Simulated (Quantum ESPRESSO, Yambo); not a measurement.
**TiO2 (Rutile): G0W0 in Yambo against the screening cutoff**

Wanted: the cheapest screening cutoff that holds the gap of TiO2 (Rutile).

Calculated with Yambo 5.3.0; PBE and many-body steps on it, plane waves.

**1. Starting point**

The structure is tetragonal, space group P4_2/mnm (No. 136). Conventional cell: a = 4.592 Å, b = 4.592 Å, c = 2.957 Å, α = 90.00°, β = 90.00°, γ = 90.00°. Nearest to Ti lie 6 O at 1.95 to 1.98 Å. Nearest to O lie 3 Ti at 1.95 to 1.98 Å. Farther neighbours and most contacts between anions are not listed.

Structure file:

```cif
data_structure
_symmetry_space_group_name_H-M 'P 1'
_symmetry_Int_Tables_number 1
_cell_length_a 4.5922
_cell_length_b 4.5922
_cell_length_c 2.9574
_cell_angle_alpha 90.000
_cell_angle_beta 90.000
_cell_angle_gamma 90.000
_cell_volume 62.37
loop_
_atom_site_label
_atom_site_type_symbol
_atom_site_fract_x
_atom_site_fract_y
_atom_site_fract_z
_atom_site_occupancy
Ti1 Ti 0.00000 0.00000 0.00000 1
Ti2 Ti 0.50000 0.50000 0.50000 1
O3 O 0.30496 0.30496 0.00000 1
O4 O 0.19504 0.80496 0.50000 1
O5 O 0.69504 0.69504 0.00000 1
O6 O 0.80496 0.19504 0.50000 1
```

The cell and positions come from the Crystallography Open Database and are kept as given unless a step says otherwise.

**2. 2 Ha**

This step: Yambo 5.3.0; G0W0 on PBE, plane waves, norm-conserving pseudopotentials.

Now the one-shot GW correction: screening in the RPA, then the self-energy of the levels asked for.

gw7.in

```
HF_and_locXC
gw0
dyson
ppa
em1d
rim_cut
RandQpts= 1000000
RandGvec= 1 RL
EXXRLvcs= 76 Ry
VXCRLvcs= 304 Ry
Chimod= "HARTREE"
% BndsRnXp
 1 | 89 |
%
NGsBlkXp= 4 Ry
% LongDrXp
 1 | 1 | 1 |
%
% GbndRnge
 1 | 89 |
%
DysSolver= "n"
ExtendOut
PPAPntXp= 27.21138 eV
% QPkrange
 1 | 1 | 23 | 26 |
%
```

On the command line:

```sh
> OMP_NUM_THREADS=2 mpirun -n 4 yambo -F gw7.in -J gw7 -C gw7 > gw7.log
```

Log:

```text
 Yambo, version 5.3.0

 [02] CORE Variables Setup
 =========================

  [... cell, symmetries and grids as in the set-up ...]

  [02.05] Energies & Occupations
  ==============================

  [X] === General ===
  [X] Electronic Temperature                        :  0.000000  0.000000 [eV K]
  [X] Bosonic    Temperature                        :  0.000000  0.000000 [eV K]
  [X] Finite Temperature mode                       : no
  [X] El. density                                   :  0.76964E+24 [cm-3]
  [X] Fermi Level                                   :  9.160473 [eV]

  [X] === Gaps and Widths ===
  [X] Conduction Band Min                           :  1.916506 [eV]
  [X] Valence Band Max                              :  0.000000 [eV]
  [X] Filled Bands                                  :  24
  [X] Empty Bands                                   :   25  284
  [X] Direct Gap                                    :  1.916506 [eV]
  [X] Direct Gap localized at k                     :  1
  [X] Indirect Gap                                  :  1.916506 [eV]
  [X] Indirect Gap between kpts                     :  1  1
  [X] Last valence band width                       :  1.613148 [eV]
  [X] 1st conduction band width                     :  1.090854 [eV]

 [03] Transferred momenta grid and indexing
 ==========================================

 IBZ Q-points                                      :  21
 BZ  Q-points                                      :   64

 K/Q-points units:
 rlu = crystal or reduced units; cc = cartesian coordinates; iku = interal k-units

 Q [ 1]         [rlu]:  0.000000  0.000000  0.000000
 Q [ 2]         [rlu]:  0.000000  0.000000  0.250000
 Q [ 3]         [rlu]:  0.000000  0.000000 -0.500000
 Q [ 4]         [rlu]:  0.000000  0.250000  0.000000
 Q [ 5]         [rlu]:  0.000000  0.250000  0.250000
 Q [ 6]         [rlu]:  0.000000  0.250000 -0.500000
 Q [ 7]         [rlu]:  0.000000 -0.500000  0.000000
 Q [ 8]         [rlu]:  0.000000 -0.500000  0.250000
 Q [ 9]         [rlu]:  0.000000 -0.500000 -0.500000
 Q [10]         [rlu]:  0.250000  0.250000  0.000000
     [... 9 further rows ...]
 Q [20]         [rlu]: -0.250000  0.250000 -0.250000
 Q [21]         [rlu]: -0.250000  0.250000  0.500000

 [04] Coloumb potential Random Integration (RIM)
 ===============================================

  [04.01] RIM initialization
  ==========================

  * Diagonal components only detected *

  8 x (sBL volume)        :  0.073672 [a.u.]
  sBZ random points       :  1000000
  Points outside the sBZ  :   7992674
  RL volume               :  0.589375 [a.u.]
  Integrated volume       :  0.589915 [a.u.]

  [04.02] RIM integrals
  =====================

  Gamma point sphere radius             :  0.076042 [a.u.]
  Points outside the sphere             :   799882
  [Int_sBZ(q=0) 1/q^2]*(Vol_sBZ)^(-1/3) =:  7.512903
                                 should be <:  7.795600

  Summary of Coulomb integrals for non-metallic bands |Q|[au] RIM/Bare

  Q [1] 0.100000E-4 0.963736 * Q [4] 0.181009 0.939052
  Q [10] 0.255985 0.985952 * Q [19] 0.255985 0.986737
  Q [2] 0.281068 1.188993 * Q [5] 0.334310 1.095331
  Q [7] 0.362018 0.990090 * Q [11] 0.380168 1.056150
  Q [20] 0.380168 1.057463 * Q [13] 0.404748 0.994037
  Q [8] 0.458319 1.024774 * Q [14] 0.492768 1.018420
  Q [16] 0.511971 0.997230 * Q [3] 0.562135 1.047009
  Q [17] 0.584049 1.008928 * Q [6] 0.590559 1.038534
  Q [12] 0.617677 1.032084 * Q [21] 0.617677 1.031746
  Q [9] 0.668620 1.023519 * Q [15] 0.692689 1.020365
  Q [18] 0.760336 1.014142

 [WARNING] [Xp] User bands 1-89 break level degeneracy

 [05] Dipoles
 ============

  [05.01] Setup: observables and procedures
  =========================================

  [WARNING] [x,Vnl] slows the Dipoles computation. To neglect it rename the ns.kb_pp file

 [06] Dynamic Dielectric Matrix (PPA)
 ====================================

 [WR./gw7//ndb.pp]---------------------------------------------------------------
  Brillouin Zone Q/K grids (IBZ/BZ)                :   21   64   21   64
  RL vectors                                       :   6025 [WF]
  Coulomb cutoff potential                         : none
  Electronic Temperature                           :  0.000000 [K]
  Bosonic    Temperature                           :  0.000000 [K]
  PPA    diel. fun.  energies                      : Perdew, Burke & Ernzerhof(X)+Perdew, Burke & Ernzerhof(C)
  wavefunctions                                    : Perdew, Burke & Ernzerhof(X)+Perdew, Burke & Ernzerhof(C)
  Global Gauge                                     : length
  X matrix size                                    :   67
  X band range                                     :    1   89
  X e/h energy range                               : -1.000000 -1.000000 [eV]
  X Time ordering                                  : R
  X Hxc Kernel                                     : HARTREE
  X Drude frequency                                :  0.000000  0.000000
  X poles                                          :  100.0000 [o/o]
  RL vectors in the sum                            :   6025
  [r,Vnl] included                                 : yes
  Field direction                                  :  0.577350E-5  0.577350E-5  0.577350E-5
  BZ energy Double Grid                            : no
  BZ energy DbGd points                            : 0
  BZ Q point size factor                           : -1.000000
  X Optical Averaged directions                    : none

 [07] Local Exchange-Correlation + Non-Local Fock
 ================================================

 [VXC] Plane waves :   37691
 [EXS] Plane waves :   4695

 QP @ state[ 1 ] K range:  1  1
 QP @ state[ 1 ] b range:  23  26

 [xc] Functional : Perdew, Burke & Ernzerhof(X)+Perdew, Burke & Ernzerhof(C)
 [xc] LIBXC used to calculate xc functional
  PP Number of Atomic Species                      :  2
  NLCC RL compoments                               :   37691
  PP Number of Atomic Species                      :  2
  NLCC RL compoments                               :   37691

 [xc] E_xc :  -28.60751 [Ha]
      E_xc :  -57.21502 [Ry]

  Local XC kind (lXC) : Perdew, Burke & Ernzerhof(X)+Perdew, Burke & Ernzerhof(C)
  Non-Local XC kind (nlXC) : Hartree-Fock

  Corrections @ K [1] :  [eV]
 <23|nlXC|23> = -25.15074  0.11974E-17 <23|lXC|23> = -20.67191  0.18882E-15
 <24|nlXC|24> = -25.08209 -0.10625E-16 <24|lXC|24> = -20.44824  0.37763E-15
 <25|nlXC|25> = -12.08982  0.13625E-17 <25|lXC|25> = -20.14997  0.000000
 <26|nlXC|26> = -12.08594 -0.14460E-17 <26|lXC|26> = -19.77804 -0.75527E-15

 [08] Dyson equation: Newton solver
 ==================================

  [08.01] G0W0 (W PPA)
  ====================

  [  GW  ] Bands range     :    1   89
  [GW/PPA] G damping       :  0.100000 [eV]

  QP @ state[ 1 ] K range:  1  1
  QP @ state[ 1 ] b range:  23  26

   Sc/G bands                                       :    1   89
   Sc/G damping                                     :  0.100000 ev
   Sc bands terminator                              : no
   Sx RL components                                 :   4695

   QP @ state[ 1 ] K range                          :  1  1
   QP @ state[ 1 ] b range                          :  23  26
   GF energies kind                                 : Perdew, Burke & Ernzerhof(X)+Perdew, Burke & Ernzerhof(C)
   GF WF`s kind                                     : Perdew, Burke & Ernzerhof(X)+Perdew, Burke & Ernzerhof(C)
   Xs energies kind                                 : Perdew, Burke & Ernzerhof(X)+Perdew, Burke & Ernzerhof(C)
   Xs WF`s kind                                     : Perdew, Burke & Ernzerhof(X)+Perdew, Burke & Ernzerhof(C)

 [11] Game Over & Game summary
```

It took 58 s on 4 MPI ranks of Arm Neoverse V2, shared host; peak memory 1.9 GiB.

Numbers from this step:

```
G0W0 gap on the points computed              : 3.519 eV
starting gap on the mesh                     : 1.917 eV
k of the valence top                         : 0, 0, 0
k of the conduction bottom                   : 0, 0, 0
least direct G0W0 gap on the computed points : 3.519 eV
Z at the valence top                         : 0.7693
Z at the conduction bottom                   : 0.7785
```

The gap on the mesh goes from 1.92 eV to 3.52 eV, a correction of +1.60 eV.

**3. 3 Ha**

gw8.in

```
HF_and_locXC
gw0
dyson
ppa
em1d
rim_cut
RandQpts= 1000000
RandGvec= 1 RL
EXXRLvcs= 76 Ry
VXCRLvcs= 304 Ry
Chimod= "HARTREE"
% BndsRnXp
 1 | 89 |
%
NGsBlkXp= 6 Ry
% LongDrXp
 1 | 1 | 1 |
%
% GbndRnge
 1 | 89 |
%
DysSolver= "n"
ExtendOut
PPAPntXp= 27.21138 eV
% QPkrange
 1 | 1 | 23 | 26 |
%
```

On the command line:

```sh
> OMP_NUM_THREADS=2 mpirun -n 4 yambo -F gw8.in -J gw8 -C gw8 > gw8.log
```

Log:

```text
 Yambo, version 5.3.0

 [02] CORE Variables Setup
 =========================

  [... cell, symmetries and grids as in the set-up ...]

  [02.05] Energies & Occupations
  ==============================

  [X] === General ===
  [X] Electronic Temperature                        :  0.000000  0.000000 [eV K]
  [X] Bosonic    Temperature                        :  0.000000  0.000000 [eV K]
  [X] Finite Temperature mode                       : no
  [X] El. density                                   :  0.76964E+24 [cm-3]
  [X] Fermi Level                                   :  9.160473 [eV]

  [X] === Gaps and Widths ===
  [X] Conduction Band Min                           :  1.916506 [eV]
  [X] Valence Band Max                              :  0.000000 [eV]
  [X] Filled Bands                                  :  24
  [X] Empty Bands                                   :   25  284
  [X] Direct Gap                                    :  1.916506 [eV]
  [X] Direct Gap localized at k                     :  1
  [X] Indirect Gap                                  :  1.916506 [eV]
  [X] Indirect Gap between kpts                     :  1  1
  [X] Last valence band width                       :  1.613148 [eV]
  [X] 1st conduction band width                     :  1.090854 [eV]

 [03] Transferred momenta grid and indexing
 ==========================================

 IBZ Q-points                                      :  21
 BZ  Q-points                                      :   64

 K/Q-points units:
 rlu = crystal or reduced units; cc = cartesian coordinates; iku = interal k-units

 Q [ 1]         [rlu]:  0.000000  0.000000  0.000000
 Q [ 2]         [rlu]:  0.000000  0.000000  0.250000
 Q [ 3]         [rlu]:  0.000000  0.000000 -0.500000
[...]
================================================

 [VXC] Plane waves :   37691
 [EXS] Plane waves :   4695

 QP @ state[ 1 ] K range:  1  1
 QP @ state[ 1 ] b range:  23  26

 [xc] Functional : Perdew, Burke & Ernzerhof(X)+Perdew, Burke & Ernzerhof(C)
 [xc] LIBXC used to calculate xc functional
  PP Number of Atomic Species                      :  2
  NLCC RL compoments                               :   37691
  PP Number of Atomic Species                      :  2
  NLCC RL compoments                               :   37691

 [xc] E_xc :  -28.60751 [Ha]
      E_xc :  -57.21502 [Ry]

  Local XC kind (lXC) : Perdew, Burke & Ernzerhof(X)+Perdew, Burke & Ernzerhof(C)
  Non-Local XC kind (nlXC) : Hartree-Fock

  Corrections @ K [1] :  [eV]
 <23|nlXC|23> = -25.15074  0.11974E-17 <23|lXC|23> = -20.67191  0.18882E-15
 <24|nlXC|24> = -25.08209 -0.10625E-16 <24|lXC|24> = -20.44824  0.37763E-15
 <25|nlXC|25> = -12.08982  0.13625E-17 <25|lXC|25> = -20.14997  0.000000
 <26|nlXC|26> = -12.08594 -0.14460E-17 <26|lXC|26> = -19.77804 -0.75527E-15

 [08] Dyson equation: Newton solver
 ==================================

  [08.01] G0W0 (W PPA)
  ====================

  [  GW  ] Bands range     :    1   89
  [GW/PPA] G damping       :  0.100000 [eV]

  QP @ state[ 1 ] K range:  1  1
  QP @ state[ 1 ] b range:  23  26

   Sc/G bands                                       :    1   89
   Sc/G damping                                     :  0.100000 ev
   Sc bands terminator                              : no
   Sx RL components                                 :   4695

   QP @ state[ 1 ] K range                          :  1  1
   QP @ state[ 1 ] b range                          :  23  26
   GF energies kind                                 : Perdew, Burke & Ernzerhof(X)+Perdew, Burke & Ernzerhof(C)
   GF WF`s kind                                     : Perdew, Burke & Ernzerhof(X)+Perdew, Burke & Ernzerhof(C)
   Xs energies kind                                 : Perdew, Burke & Ernzerhof(X)+Perdew, Burke & Ernzerhof(C)
   Xs WF`s kind                                     : Perdew, Burke & Ernzerhof(X)+Perdew, Burke & Ernzerhof(C)

 [11] Game Over & Game summary
```

Wall time 62 s (4 MPI ranks); peak memory 2.7 GiB; 7.6 min of CPU time.

Numbers from this step:

```yaml
g0w0_gap_on_the_points_computed: 3.407 eV
starting_gap_on_the_mesh: 1.917 eV
k_of_the_valence_top: 0, 0, 0
k_of_the_conduction_bottom: 0, 0, 0
least_direct_g0w0_gap_on_the_computed_points: 3.407 eV
z_at_the_valence_top: 0.7636
z_at_the_conduction_bottom: 0.7745
```

Against the run before, the gap moves by −0.112 eV.

(Continued in part 2 of 2.)

[Paths, hosts, dates, memory and timing lines, banners, echoed tables and standing remarks are left out of the program output.]

[Logs are printed without paths, hosts, clocks, repeated set-up lines and the standing remarks that a program may print on its own settings, such as how far it seeks lower states.]

[Runs of the session that timed out or met a known fault of the program may be left out.]

[Hosts, paths, dates, database ids (printed as entryN), source tags and the programs' standing remarks are cut or masked in the printed files.]
